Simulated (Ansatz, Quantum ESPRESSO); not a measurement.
# Lu (P6_3/mmc): electron–phonon coupling with Quantum ESPRESSO, part 3 of 3

Each step names its level of theory.

So far, highest frequency, solved or plainly interpolated (cm⁻¹): step 3 (matrix elements on the k mesh: PseudoDojo files, cutoff …) 120. The relaxed cell has a = 3.505, c = 5.463 Å (conventional setting).

## 5. Phonons and couplings with ph.x: Fermi–Dirac smearing of 0.1 eV

Level of this step: DFT PBE, scalar-relativistic, plane waves, PseudoDojo norm-conserving pseudopotentials (Quantum ESPRESSO).

ph.x gives each mode's frequency and linewidth; λ of a mode follows from Gaussian double-delta sums over the k mesh, here at four widths.

Contents of ph.in:

```
phonons and couplings
 &inputph
    prefix='x',
    outdir='./tmp',
    tr2_ph=1.0d-15,
    fildyn='x.dyn',
    fildvscf='dvscf',
    ldisp=.true.,
    nq1=2,
    nq2=2,
    nq3=1,
    electron_phonon='simple',
    el_ph_ngauss=0,
    el_ph_sigma=0.00734986,
    el_ph_nsigma=4,
    alpha_mix(1)=0.5,
    amass(1)=174.9668,
 /
```

On the command line:

```sh
$ OMP_NUM_THREADS=1 mpirun -n 4 ph.x -nk 4 -in ph.in > ph.x.log
```

The log of the run:

```text
[banner, memory and clock lines left out]
Program PHONON v.7.5

     ./tmp/x.save/

     IMPORTANT: XC functional enforced from input :
     Exchange-correlation= PBE
                           (   1   4   3   4   0   0   0)
     Any further DFT definition will be discarded
     Please, verify this is what you really want

     G-vector sticks info

     Reading collected, re-writing distributed wavefunctions in ./tmp/

     Dynamical matrices for ( 2, 2, 1)  uniform grid of q-points
     (   2 q-points):
       N         xq(1)         xq(2)         xq(3)
       1   0.000000000   0.000000000   0.000000000
       2   0.000000000  -0.577350269   0.000000000

     Number and degeneracy of irreps per q-point
       N         xq(1)         xq(2)         xq(3)   N irreps
       1   0.000000000   0.000000000   0.000000000       4
        1   2   1   2
       2   0.000000000  -0.577350269   0.000000000       6
     No degeneracy

     Saving dvscf to file. Distribute only q points, not irreducible representations.

     Calculation of q =    0.0000000   0.0000000   0.0000000

     phonons and couplings

     bravais-lattice index     =            4
     lattice parameter (alat)  =       6.6230  a.u.
     unit-cell volume          =     392.1729 (a.u.)^3
     number of atoms/cell      =            2
     number of atomic types    =            1
     kinetic-energy cut-off    =     100.0000  Ry
     charge density cut-off    =     400.0000  Ry
     convergence threshold     =      1.0E-15
     beta                      =       0.5000
     number of iterations used =            4
     Exchange-correlation= PBE
                           (   1   4   3   4   0   0   0)

     celldm(1)=    6.62304  celldm(2)=    0.00000  celldm(3)=    1.55874
     celldm(4)=    0.00000  celldm(5)=    0.00000  celldm(6)=    0.00000

     crystal axes: (cart. coord. in units of alat)
               a(1) = (  1.0000  0.0000  0.0000 )
               a(2) = ( -0.5000  0.8660  0.0000 )
               a(3) = (  0.0000  0.0000  1.5587 )

     reciprocal axes: (cart. coord. in units 2 pi/alat)
               b(1) = (  1.0000  0.5774 -0.0000 )
               b(2) = (  0.0000  1.1547  0.0000 )
               b(3) = (  0.0000 -0.0000  0.6415 )

     Atoms inside the unit cell:

     Cartesian axes

     site n.  atom      mass           positions (alat units)
        1  Lu    174.9668   tau(    1) = (   -0.00000    0.57735    0.38969  )
        2  Lu    174.9668   tau(    2) = (    0.50000    0.28868    1.16906  )

     Computing dynamical matrix for
                    q = (   0.0000000   0.0000000   0.0000000 )

     25 Sym.Ops. (with q -> -q+G )

     G cutoff =  444.4419  (  52913 G-vectors)     FFT grid: ( 45, 45, 72)

     number of k points=    30  Fermi-Dirac smearing, width (Ry)=  0.0073

     PseudoPot. # 1 for Lu read from file:
     ./pseudo/Lu.upf
[...]
./tmp/_ph0/x.q_2/x.save/charge-density

     Starting wfcs are   34 atomic +    2 random wfcs

     Band Structure Calculation
     Davidson diagonalization with overlap

     ethr =  2.00E-11,  avg # of iterations = 13.5

     End of band structure calculation

     Number of k-points >= 100: set verbosity='high' to print the bands.

     the Fermi energy is    14.7039 ev

     Writing config to output data dir ./tmp/_ph0/x.q_2/x.save/ :
     XML data file

     phonons and couplings

     bravais-lattice index     =            4
     lattice parameter (alat)  =       6.6230  a.u.
     unit-cell volume          =     392.1729 (a.u.)^3
     number of atoms/cell      =            2
     number of atomic types    =            1
     kinetic-energy cut-off    =     100.0000  Ry
     charge density cut-off    =     400.0000  Ry
     convergence threshold     =      1.0E-15
     beta                      =       0.5000
     number of iterations used =            4
     Exchange-correlation= PBE
                           (   1   4   3   4   0   0   0)

     celldm(1)=    6.62304  celldm(2)=    0.00000  celldm(3)=    1.55874
     celldm(4)=    0.00000  celldm(5)=    0.00000  celldm(6)=    0.00000

     crystal axes: (cart. coord. in units of alat)
[...]
a(2) = ( -0.5000  0.8660  0.0000 )
               a(3) = (  0.0000  0.0000  1.5587 )

     reciprocal axes: (cart. coord. in units 2 pi/alat)
[...]
b(2) = (  0.0000  1.1547  0.0000 )
               b(3) = (  0.0000 -0.0000  0.6415 )

     Atoms inside the unit cell:

     Cartesian axes

     site n.  atom      mass           positions (alat units)
        1  Lu    174.9668   tau(    1) = (   -0.00000    0.57735    0.38969  )
        2  Lu    174.9668   tau(    2) = (    0.50000    0.28868    1.16906  )

     Computing dynamical matrix for
                    q = (   0.0000000  -0.5773503   0.0000000 )

      9 Sym.Ops. (with q -> -q+G )

     G cutoff =  444.4419  (  52913 G-vectors)     FFT grid: ( 45, 45, 72)

     number of k points=   126  Fermi-Dirac smearing, width (Ry)=  0.0073

     PseudoPot. # 1 for Lu read from file:
     ./pseudo/Lu.upf
     Pseudo is Norm-conserving + core correction, Zval = 25.0
     Using radial grid of 2032 points,  8 beta functions with:
[...]
l(7) =   3
                l(8) =   3

     Mode symmetry, D_2h (mmm)  point group:

     Atomic displacements:
     There are    6 irreducible representations

[...]
Representation     5      1 modes -  To be done

     Representation     6      1 modes -  To be done

     Message from routine init_vloc:
     Interpolation table for Vloc re-allocated

     Alpha used in Ewald sum =   2.8000

     Representation #   1 mode #   1

[...]
End of self-consistent calculation

     Convergence has been achieved

     Representation #   2 mode #   2

[...]
End of self-consistent calculation

     Convergence has been achieved

     Representation #   3 mode #   3

     Self-consistent Calculation

[...]
End of self-consistent calculation

     Convergence has been achieved

     Representation #   4 mode #   4

     Self-consistent Calculation

[...]
thresh= 1.888E-03 alpha_mix =  0.500 |ddv_scf|^2 =  6.539E-04

      thresh= 2.557E-03 alpha_mix =  0.500 |ddv_scf|^2 =  1.048E-07
```

Elapsed: 29 min, on 4 MPI ranks of Arm Neoverse V2, shared host.

The run was cut off at its time limit.

The run did not finish in the time allowed, so it gives no couplings or resistivity.

## 6. Outcome

| Quantity | Value |
| --- | --- |
| phonon run of the rows without a label of their own | PBE, q 2×2×1, k 8×8×4 |
| softest mode on the q mesh | 59.8 cm⁻¹ at q = (0, 0.5, 0) |
| highest frequency, solved or plainly interpolated | 120 cm⁻¹ |
| coupling λ by Gaussian sums at 0.2 eV, Ansatz, PseudoDojo, cutoff 1361 eV, q 2×2×1, k 8×8×4 | 0.332 |

In words: In the last run that gave them, λ from the Gaussian sums still varies by a factor of 1.4 between widths of 0.1 and 0.4 eV; these sums hold few wavevectors and leave out the zone centre.

[Logs are printed without paths, hosts, clocks, repeated set-up lines and the standing remarks that a program may print on its own settings, such as how far it seeks lower states.]

[Hosts, paths, dates, database ids (printed as entryN), source tags and the programs' standing remarks are cut or masked in the printed files.]
